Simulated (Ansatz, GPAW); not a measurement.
# STM contrast on CN/Al(110)

Wanted: filled- and empty-state images of CN/Al(110), with its work function.

Method: Ansatz plane waves; slab in vacuum with a dipole correction, relaxation, in the first sound run; inputs show where later runs differ, in GPAW 26.7.0 and Ansatz 0.2.0.

## (1) Set-up

The cell holds 7 atoms: 5 Al, 1 C and 1 N. Its edges and angles: a = 4.050 Å, b = 2.864 Å, c = 21.408 Å, α = 90.0°, β = 90.0°, γ = 90.0°. Vacuum lies along c.

## (2) Relaxation

Forces are removed first; all later runs use this geometry. The lowest 3 atoms are held at bulk positions and keep their forces.

input.yaml

```yaml
crystal:
  lattice:
    - [4.05, 0.0, 0.0]
    - [0.0, 2.8637824638, 0.0]
    - [0.0, 0.0, 21.4075649276]
  atoms:
    - { symbol: Al, position: [0.0, 0.0, 0.3269872133] }
    - { symbol: Al, position: [0.5, 0.5, 0.3938743739] }
    - { symbol: Al, position: [0.0, 0.0, 0.4607615344] }
    - { symbol: Al, position: [0.5, 0.5, 0.5276486949] }
    - { symbol: Al, position: [0.0, 0.0, 0.5945358555] }
    - { symbol: C, position: [0.5, 0.5, 0.617892085] }
    - { symbol: "N", position: [0.5, 0.5, 0.6730127867] }
kpoints:
  mp_grid: { grid: [8, 11, 1] }
hamiltonian:
  xc: pbe
scf:
  occupations: { method: fermi_dirac, width: 0.1 }
efield:
  axis: 3
  dipole_correction: true
  ramp_width: 0.05
relax:
  f_tol: 0.02
  max_steps: 60
  constraints: [{ sites: [0, 1, 2] }]
output:
  write_potential: true
  write_density: true
  volumetric_format: npy
```

Launch:

```console
$ ansatz run input.yaml --threads 2 --pin off --max-ram 4096MiB --backend cpu --events-out ev --progress --plain --runs-dir out
```

Numbers of over 12 decimals in the logs are rounded to 6 here.

Log:

```text
Engine: ansatz 0.2.0, x86_64-unknown-linux-gnu
Pseudopotentials: kind: paw
Pseudopotential: Al, paw, valence charge 3, recommended cutoff 420 eV (normal), Al.paw.azcp
Pseudopotential: C, paw, valence charge 4, recommended cutoff 420 eV (normal), C.paw.azcp
Pseudopotential: N, paw, valence charge 5, recommended cutoff 420 eV (normal), N.paw.azcp
Functional definition: PBE
  parameter kappa = 0.804
  parameter beta = 0.066725
  exchange = pbe_x(kappa = kappa, mu = beta*pi^2/3)
  correlation = pbe_c(beta = beta)
Crystal: 7 atoms, lattice volume = 248.292 Å³
Basis set: ecut = 420 eV, 4855 PW (Γ), exchange–correlation on 60×40×288 points (8 copies of the dense FFT grid, shifted against one another)
Bands: 19, of which v1, the nominal top of the filled ones, is band 12 counted from 1 (11 counted from 0)
Symmetry: 4 space group operations
Space group: Pmm2 (ITA 25), of the structure as read, at distance tolerance 6.3e-5 Å
k-points: 30 of 88
Non-local potential: Al, projectors of the file, l = 0: 2, l = 1: 2, l = 2: 1
Non-local potential: C, projectors of the file, l = 0: 2, l = 1: 2, l = 2: 1
Non-local potential: N, projectors of the file, l = 0: 2, l = 1: 2, l = 2: 1
PAW form: soft (Blöchl's): semilocal exchange-correlation on the pseudo side does not see the compensation charge
PAW one-centre angular grid: Al, 110 points (default); XC on 64 Gauss nodes
PAW one-centre angular grid: C, 110 points (default); XC on 64 Gauss nodes
PAW one-centre angular grid: N, 110 points (default); XC on 64 Gauss nodes
Initial density: superposition of atomic densities (neutral atoms: chi_scale 0, normalization atom), corrected by the library's trained network
Initial wavefunctions: pseudopotential atomic-orbital guess
Functional: x = pbe(κ = 0.804, μ = 0.219515), c = pbe(β = 0.066725)
SCF iter   1: F=—  HF=-3318.697603 eV  |F-HF|=—  |Δ(HF+E_count)|=         —  Δρ=5.61e-3  dr2=1.87e-1  ethr=1.77e-3  p=-0.106 e·Å  D=-7.69e-2 V/Å  ΔV_dip=1.65 eV  dr2_dipole=2.19e-3  V_vac-E_F(+/−)=5.79/4.14 eV  ⟨swp⟩=8.4  Hψ=4108  notcnv=0
efield: sawtooth ramp at fractional position 0.9750 (placed from the atoms, in the widest stretch of the axis that holds none; the zero of the levels goes with the place), width 0.0500; the density the first Hamiltonian is built on has a dipole p = -0.106 e·Å; the dipole correction subtracts the counter field D = -7.69e-2 V/Å, which shifts the + side's vacuum level by +1.65 eV against the − side's; the planar-averaged density in the ramp window peaks in size at 6.7e-5 e/Å³
preconditioner: auto → LDOS  [metal: Δε(μ)=0.028 eV  Ē_g=7.097 eV  σ=0.100 eV  W_gap=0.07  n_scr=26 (ndim 8)  ℏωp=11.1 eV  f_vac=0.493  D(μ)=2.76/eV (n_scr^D=8)  β→1.0]
SCF iter   2: F=—  HF=-3318.672556 eV  |F-HF|=—  |Δ(HF+E_count)|=   2.50e-2  Δρ=4.48e-3  dr2=6.35e-2  ethr=7.81e-4  p=-0.153 e·Å  D=-1.11e-1 V/Å  ΔV_dip=2.38 eV  dr2_dipole=3.05e-4  V_vac-E_F(+/−)=6.64/4.26 eV  ⟨swp⟩=2.2  Hψ=1380  notcnv=0  defer=7
SCF iter   3: F=—  HF=-3318.661621 eV  |F-HF|=—  |Δ(HF+E_count)|=   1.09e-2  Δρ=1.33e-3  dr2=5.76e-3  ethr=2.64e-4  p=-0.146 e·Å  D=-1.06e-1 V/Å  ΔV_dip=2.27 eV  dr2_dipole=7.07e-4  V_vac-E_F(+/−)=6.53/4.25 eV  ⟨swp⟩=2.0  Hψ=1064  notcnv=0  defer=7
SCF iter   4: F=—  HF=-3318.660857 eV  |F-HF|=—  |Δ(HF+E_count)|=   7.64e-4  Δρ=2.26e-4  dr2=3.06e-4  ethr=2.40e-5  p=-0.149 e·Å  D=-1.08e-1 V/Å  ΔV_dip=2.32 eV  dr2_dipole=1.20e-5  V_vac-E_F(+/−)=6.58/4.26 eV  ⟨swp⟩=2.4  Hψ=951  notcnv=0  defer=7
SCF iter   5: F=—  HF=-3318.660849 eV  |F-HF|=—  |Δ(HF+E_count)|=   8.20e-6  Δρ=5.59e-5  dr2=1.40e-5  ethr=1.27e-6  p=-0.149 e·Å  D=-1.08e-1 V/Å  ΔV_dip=2.32 eV  dr2_dipole=2.70e-6  V_vac-E_F(+/−)=6.58/4.27 eV  ⟨swp⟩=2.5  Hψ=952  notcnv=0  defer=7
SCF iter   6: F=-3318.660850 eV  HF=-3318.660850 eV  |F-HF|=3.06e-8  |Δ(HF+E_count)|=   1.52e-6  Δρ=1.19e-5  dr2=8.05e-7  ethr=4.17e-8  p=-0.149 e·Å  D=-1.08e-1 V/Å  ΔV_dip=2.32 eV  dr2_dipole=3.41e-8  V_vac-E_F(+/−)=6.59/4.27 eV  ⟨swp⟩=12.3  Hψ=4909  notcnv=0
SCF 1 converged in 6 iterations: F = -3318.660850 eV  dr2 = 8.05e-7
  greatest PAW one-centre occupation: 0.848 electrons in one spin orbital (limit 2), on the N atom at site 6 (counted from 0), in its partial waves of l = 0
relax step   1: F+E_penalty+E_count = -3318.66085018 eV  Δ(F+E_penalty+E_count) = +0.000e0 eV  max|allowed force component| = 2.296e0 eV/Å  Δτ_max = 0.0000 Å  (6 SCF iters, dr2 threshold 1.00e-5 eV, accepted)
Initial density: handed on by an earlier stage of this run
Initial wavefunctions: those handed on with the density
iter 1 solved again at ethr=6.33e-4 eV; its pass at ethr=3.10e-3 eV (dr2=1.52e-1 eV) is discarded
SCF iter   1: F=—  HF=-3318.823265 eV  |F-HF|=—  |Δ(HF+E_count)|=         —  Δρ=1.15e-2  dr2=1.65e-1  ethr=6.33e-4  p=-0.149 e·Å  D=-1.08e-1 V/Å  ΔV_dip=2.32 eV  dr2_dipole=2.66e-2  V_vac-E_F(+/−)=6.63/4.32 eV  ⟨swp⟩=2.0  Hψ=3051  notcnv=0  defer=5
efield: sawtooth ramp at fractional position 0.9750 (handed on by an earlier solve), width 0.0500; the density the first Hamiltonian is built on has a dipole p = -0.149 e·Å; the dipole correction subtracts the counter field D = -1.08e-1 V/Å, which shifts the + side's vacuum level by +2.32 eV against the − side's; the planar-averaged density in the ramp window peaks in size at 1.9e-6 e/Å³
eigensolver tolerance schedule calibrated: the retry pair's looser diagonalisation under-reported the residual by θ = 0.08 (0.11/decade); ethr = c·dr2/N_el runs at the constant in force after the calibration composes with the one it found (an armed cap, an earlier calibration), c = 7.9e-2
preconditioner: auto → LDOS  [metal: Δε(μ)=0.061 eV  Ē_g=6.981 eV  σ=0.100 eV  W_gap=0.15  n_scr=26 (ndim 8)  ℏωp=11.1 eV  f_vac=0.488  D(μ)=2.69/eV (n_scr^D=8)  β→1.0]
SCF iter   2: F=—  HF=-3318.812114 eV  |F-HF|=—  |Δ(HF+E_count)|=   1.12e-2  Δρ=4.89e-3  dr2=7.98e-2  ethr=5.44e-4  p=-0.180 e·Å  D=-1.31e-1 V/Å  ΔV_dip=2.81 eV  dr2_dipole=6.34e-3  V_vac-E_F(+/−)=7.12/4.32 eV  ⟨swp⟩=2.1  Hψ=1120  notcnv=0  defer=5
SCF iter   3: F=—  HF=-3318.799332 eV  |F-HF|=—  |Δ(HF+E_count)|=   1.28e-2  Δρ=1.48e-3  dr2=6.79e-3  ethr=2.64e-4  p=-0.167 e·Å  D=-1.22e-1 V/Å  ΔV_dip=2.61 eV  dr2_dipole=6.75e-4  V_vac-E_F(+/−)=6.92/4.32 eV  ⟨swp⟩=2.0  Hψ=1084  notcnv=0  defer=7
SCF iter   4: F=—  HF=-3318.798243 eV  |F-HF|=—  |Δ(HF+E_count)|=   1.09e-3  Δρ=1.98e-4  dr2=1.47e-4  ethr=2.25e-5  p=-0.168 e·Å  D=-1.23e-1 V/Å  ΔV_dip=2.63 eV  dr2_dipole=4.01e-5  V_vac-E_F(+/−)=6.94/4.32 eV  ⟨swp⟩=2.0  Hψ=986  notcnv=0  defer=8
[...]
iter 1 solved again at ethr=1.55e-3 eV; its pass at ethr=3.10e-3 eV (dr2=3.71e-1 eV) is discarded
SCF iter   1: F=—  HF=-3318.925866 eV  |F-HF|=—  |Δ(HF+E_count)|=         —  Δρ=1.80e-2  dr2=4.06e-1  ethr=1.55e-3  p=-0.169 e·Å  D=-1.23e-1 V/Å  ΔV_dip=2.63 eV  dr2_dipole=2.11e-2  V_vac-E_F(+/−)=6.96/4.33 eV  ⟨swp⟩=1.2  Hψ=3093  notcnv=0  defer=2
efield: sawtooth ramp at fractional position 0.9750 (handed on by an earlier solve), width 0.0500; the density the first Hamiltonian is built on has a dipole p = -0.169 e·Å; the dipole correction subtracts the counter field D = -1.23e-1 V/Å, which shifts the + side's vacuum level by +2.63 eV against the − side's; the planar-averaged density in the ramp window peaks in size at 2.0e-6 e/Å³
preconditioner: auto → LDOS  [metal: Δε(μ)=0.084 eV  Ē_g=6.907 eV  σ=0.100 eV  W_gap=0.21  n_scr=26 (ndim 8)  ℏωp=11.1 eV  f_vac=0.480  D(μ)=2.62/eV (n_scr^D=8)  β→1.0]
SCF iter   2: F=—  HF=-3318.896232 eV  |F-HF|=—  |Δ(HF+E_count)|=   2.96e-2  Δρ=8.14e-3  dr2=2.29e-1  ethr=1.55e-3  p=-0.192 e·Å  D=-1.40e-1 V/Å  ΔV_dip=3.00 eV  dr2_dipole=1.37e-2  V_vac-E_F(+/−)=7.36/4.36 eV  ⟨swp⟩=2.1  Hψ=1123  notcnv=0  defer=2
SCF iter   3: F=—  HF=-3318.863168 eV  |F-HF|=—  |Δ(HF+E_count)|=   3.31e-2  Δρ=2.20e-3  dr2=1.53e-2  ethr=9.56e-4  p=-0.178 e·Å  D=-1.30e-1 V/Å  ΔV_dip=2.77 eV  dr2_dipole=1.10e-3  V_vac-E_F(+/−)=7.14/4.36 eV  ⟨swp⟩=2.0  Hψ=1288  notcnv=0  defer=8
SCF iter   4: F=—  HF=-3318.860900 eV  |F-HF|=—  |Δ(HF+E_count)|=   2.27e-3  Δρ=2.29e-4  dr2=1.79e-4  ethr=6.37e-5  p=-0.180 e·Å  D=-1.31e-1 V/Å  ΔV_dip=2.81 eV  dr2_dipole=2.16e-5  V_vac-E_F(+/−)=7.17/4.36 eV  ⟨swp⟩=2.5  Hψ=1000  notcnv=0  defer=10
SCF iter   5: F=-3318.860902 eV  HF=-3318.860910 eV  |F-HF|=7.57e-6  |Δ(HF+E_count)|=   9.83e-6  Δρ=6.25e-5  dr2=1.34e-5  ethr=3.43e-7  p=-0.180 e·Å  D=-1.31e-1 V/Å  ΔV_dip=2.80 eV  dr2_dipole=1.41e-6  V_vac-E_F(+/−)=7.17/4.37 eV  ⟨swp⟩=11.5  Hψ=5494  notcnv=0
SCF 3 converged in 5 iterations: F = -3318.860902 eV  dr2 = 1.34e-5
relax step   3: F+E_penalty+E_count = -3318.86090196 eV  Δ(F+E_penalty+E_count) = -6.264e-2 eV  max|allowed force component| = 7.945e-1 eV/Å  Δτ_max = 0.1431 Å  (5 SCF iters, dr2 threshold 8.24e-5 eV, accepted)
[...]
relax step   4: F+E_penalty+E_count = -3318.87156988 eV  Δ(F+E_penalty+E_count) = -1.067e-2 eV  max|allowed force component| = 1.362e-1 eV/Å  Δτ_max = 0.0613 Å  (5 SCF iters, dr2 threshold 1.00e-4 eV, accepted)
[...]
relax step   5: F+E_penalty+E_count = -3318.87190739 eV  Δ(F+E_penalty+E_count) = -3.375e-4 eV  max|allowed force component| = 9.485e-3 eV/Å  Δτ_max = 0.0152 Å  (5 SCF iters, dr2 threshold 1.16e-6 eV, accepted)
iter 1 solved again at ethr=5.22e-10 eV; its pass at ethr=3.10e-3 eV (dr2=1.25e-7 eV) is discarded
SCF iter   1: F=—  HF=-3318.871784 eV  |F-HF|=—  |Δ(HF+E_count)|=         —  Δρ=6.05e-6  dr2=1.26e-7  ethr=5.22e-10  p=-0.186 e·Å  D=-1.35e-1 V/Å  ΔV_dip=2.90 eV  dr2_dipole=5.53e-9  V_vac-E_F(+/−)=7.28/4.38 eV  ⟨swp⟩=2.1  Hψ=1973  notcnv=0  defer=10
efield: sawtooth ramp at fractional position 0.9750 (handed on by an earlier solve), width 0.0500; the density the first Hamiltonian is built on has a dipole p = -0.186 e·Å; the dipole correction subtracts the counter field D = -1.35e-1 V/Å, which shifts the + side's vacuum level by +2.90 eV against the − side's; the planar-averaged density in the ramp window peaks in size at 1.8e-6 e/Å³
preconditioner: auto → LDOS  [metal: Δε(μ)=0.039 eV  Ē_g=6.872 eV  σ=0.100 eV  W_gap=0.10  n_scr=26 (ndim 8)  ℏωp=11.1 eV  f_vac=0.478  D(μ)=2.52/eV (n_scr^D=8)  β→1.0]
SCF iter   2: F=—  HF=-3318.871907 eV  |F-HF|=—  |Δ(HF+E_count)|=   1.23e-4  Δρ=4.51e-6  dr2=6.37e-8  ethr=4.17e-10  p=-0.186 e·Å  D=-1.35e-1 V/Å  ΔV_dip=2.90 eV  dr2_dipole=4.60e-10  V_vac-E_F(+/−)=7.28/4.38 eV  ⟨swp⟩=8.8  Hψ=4635  notcnv=0
SCF iter   3: F=-3318.871907 eV  HF=-3318.871907 eV  |F-HF|=7.52e-9  |Δ(HF+E_count)|=   2.03e-8  Δρ=1.56e-6  dr2=5.53e-9  ethr=2.65e-10  p=-0.186 e·Å  D=-1.35e-1 V/Å  ΔV_dip=2.90 eV  dr2_dipole=1.65e-10  V_vac-E_F(+/−)=7.28/4.38 eV  ⟨swp⟩=8.3  Hψ=4003  notcnv=0
SCF 6 converged in 3 iterations: F = -3318.871907 eV  dr2 = 5.53e-9
relax step   6: F+E_penalty+E_count = -3318.87190744 eV  Δ(F+E_penalty+E_count) = -4.839e-8 eV  max|allowed force component| = 9.762e-3 eV/Å  Δτ_max = 0.0000 Å  (3 SCF iters, accepted)
NSCF: frozen V_eff on 30 k-points
the band table was solved once a step of the walk had ended and its energy, with any forces and stress, was formed, with the checks that follow a solve (4247 applications of the Hamiltonian). They found nothing against the state; the energy, forces and stress were not computed again (output.eigenvalues in the input reference)
WARN: The output density's exchange-correlation potential varies sharply where the density is thin. Do not read a vacuum level from v_tot or v_xc, or from such a field of the output density. On a cell that repeats whose density bears no net charge and no dipole along the vacuum's axis use v_es (v_loc + v_h of the components); under efield.dipole_correction with no amplitude use v_es + v_field, which holds any externa [...]
SCF converged after 3 iterations
Free energy (F): -3318.871907 eV
Harris-Foulkes:  -3318.871907 eV  (|F-HF|=7.52e-9)
Internal energy: -3318.786437 eV  (E = F + TS)
E sigma→0 (E₀):  -3318.829172 eV
Entropy (-TS):   -0.085471 eV (-12.210 meV/atom)
Fermi energy:    -0.358591 eV
Dipole field:    D = -0.135494 V/Å  (p = -0.185918 e·Å, saw-weighted, corrected)
Work function:   Φ+ = 7.2840 eV   Φ− = 4.3833 eV
Levels:          The Fermi level and band energies are counted from a zero that moves with the ramp; work functions are not
--- Per-component energies (eV) ---
  E_band       = -137.957545
  E_kinetic    = 322.624705
  E_local      = -5636.340766  (includes V_loc(G=0)·N_el)
  E_nonlocal   = 127.915175
  E_hartree    = 2680.602704
  E_xc         = -301.083103
  E_vxc        = -272.766058  (∫ρ·V_xc dr)
  E_paw        = -2562.261208  (= ΣΔE_a)
  E_vpaw       = -43.174737  (= ΣTr[D̂ρ^β])
  E_aug_tail   = 0.000090  (compensation charges beyond the density's cutoff)
  E_efield     = 0.012595  (sawtooth field / dipole correction)
  E_vefield    = 2.578970  (∫n·V_field dr)
  E_ewald      = 2049.743371
  E_smearing   = -0.085471  (= −TS)
  E_closure    = -0.000000  (closes the sum)
  Σ components = -3318.871907   (vs F -3318.871907, Δ=0.00e0)
--- Forces (eV/Å), atoms counted from 1 ---
  atom   1  Al     0.00000000     0.00000000     0.00982359
  atom   2  Al     0.00000000     0.00000000    -0.13896165
  atom   3  Al     0.00000000     0.00000000     0.13137292
  atom   4  Al     0.00000000     0.00000000    -0.00379229
  atom   5  Al     0.00000000     0.00000000    -0.00143455
  atom   6  C      0.00000000     0.00000000    -0.00674605
  atom   7  N      0.00000000     0.00000000     0.00976197
  max |Σ_I F_I| component: 2.39e-5 eV/Å
--- Band table (eV; the first three rows and the last of 30) ---
  k-point 0: bands = [... 8 lower, -2.4719, -2.2166, -1.0444, -1.0225, -0.5540, 1.1610, 1.6319, 2.2436, ... 3 higher]
  k-point 1: bands = [... 8 lower, -2.3427, -2.0892, -0.9260, -0.9012, -0.4058, 1.2743, 1.6836, 2.3532, ... 3 higher]
  k-point 2: bands = [... 8 lower, -1.9557, -1.7204, -0.6733, -0.5713, 0.0215, 1.0341, 1.6120, 1.6800, ... 3 higher]
  k-point 29: bands = [... 8 lower, -3.1927, -3.0070, -2.5922, -2.0357, -1.0857, -0.7152, 0.2306, 0.5267, ... 3 higher]
--- Relaxed structure (6 steps of the walk, 6 accepted, 0 SCFs on fresh bases) ---
  F+E_penalty+E_count = -3318.87190744 eV   max|allowed force component| = 9.762e-3 eV/Å
  atoms:
    - { symbol: Al, position: [0.0, 0.0, 0.326987] }
    - { symbol: Al, position: [0.5, 0.5, 0.393874] }
    - { symbol: Al, position: [0.0, 0.0, 0.4607615344] }
    - { symbol: Al, position: [0.5, 0.5, 0.531452] }
    - { symbol: Al, position: [0.0, 0.0, 0.592238] }
    - { symbol: C, position: [0.5, 0.5, 0.631800] }
    - { symbol: N, position: [0.5, 0.5, 0.687458] }
```

Wall time 19 s (2 threads of Intel Xeon 6975P-C (Granite Rapids), shared host); peak memory 0.55 GiB; 37 s of CPU time.

The steps of the relaxation:

```csv
step,energy less that of the first step (eV),largest force component (eV/Å)
1,0.0000,2.2962
2,-0.1374,1.1480
3,-0.2001,0.7945
4,-0.2107,0.1362
5,-0.2111,0.0095
6,-0.2111,0.0098
```

The run keeps the 4 symmetry operations that it works with, so distortions that break them were not tested.

The atoms that moved most (Å):

```csv
atom,dx,dy,dz,length
N7,0.000,0.000,0.309,0.309
C6,0.000,0.000,0.298,0.298
Al4,0.000,0.000,0.081,0.081
Al5,0.000,0.000,-0.049,0.049
```

The relaxed structure:

```
Al C N
1.0
     4.05000    0.00000    0.00000
     0.00000    2.86378    0.00000
     0.00000    0.00000   21.40756
Al C N
5 1 1
Direct
  0.00000 0.00000 0.32699
  0.50000 0.50000 0.39387
  0.00000 0.00000 0.46076
  0.50000 0.50000 0.53145
  0.00000 0.00000 0.59224
  0.50000 0.50000 0.63180
  0.50000 0.50000 0.68746
```

Numbers from this step:

* free energy: -3318.8719 eV
* smearing term TS: 0.08547 eV
* symmetry operations: 4
* upper work function: 7.284 eV
* lower work function: 4.383 eV
* dipole along the normal: -0.1859 e·Å
* dipole field: -0.1355 V/Å
* vacuum level above: 6.925 eV
* vacuum level below: 4.025 eV

The electrostatic potential energy of an electron (with the applied field's), less the Fermi level, planar mean oscillates, so the rows of the table below give means over windows of 1 Å about each position, cut where the curve ends. Its maxima inside the range that stand out by 2 % of the span (Å: eV): 8.5: -4.01, 10.0: -3.92, 11.3: -4.02, 12.6: -4.63, 14.1: 0.0537, 20.8: 7.28. Its minima: 7.7: -4.99, 9.2: -4.98, 10.6: -4.35, 12.0: -6.11, 13.4: -8.42, 14.7: -1.96.

Electrostatic potential energy of an electron (with the applied field's), less the Fermi level, planar mean against z; means over each step:

```csv
z (Å),"electrostatic potential energy of an electron (with the applied field's), less the Fermi level, planar mean (eV)"
0,5.15
1,4.39
2,4.38
3,4.38
4,4.35
5,4.04
6,1.15
7,-3.53
8,-4.51
9,-4.61
10,-4.13
11,-4.20
12,-5.36
13,-6.34
14,-2.57
15,1.23
16,6.95
17,7.28
18,7.28
19,7.28
20,7.28
21,7.01
```

The valence density, planar mean by z:

```csv
z (Å),"valence density, planar mean (e/Å³)"
2,6.9e-6
3,7.4e-5
4,8.0e-4
5,0.00860
6,0.0654
7,0.140
8,0.183
9,0.188
10,0.166
11,0.180
12,0.198
13,0.287
14,0.332
15,0.341
16,0.0146
17,3.8e-4
18,9.9e-6
```

The relaxation lowered the energy of the cell by 0.211 eV.

(Continued in part 2 of 3.)

[Logs are printed without paths, hosts, clocks, repeated set-up lines and the standing remarks that a program may print on its own settings, such as how far it seeks lower states.]

[Hosts, paths, dates, database ids (printed as entryN), source tags and the programs' standing remarks are cut or masked in the printed files.]
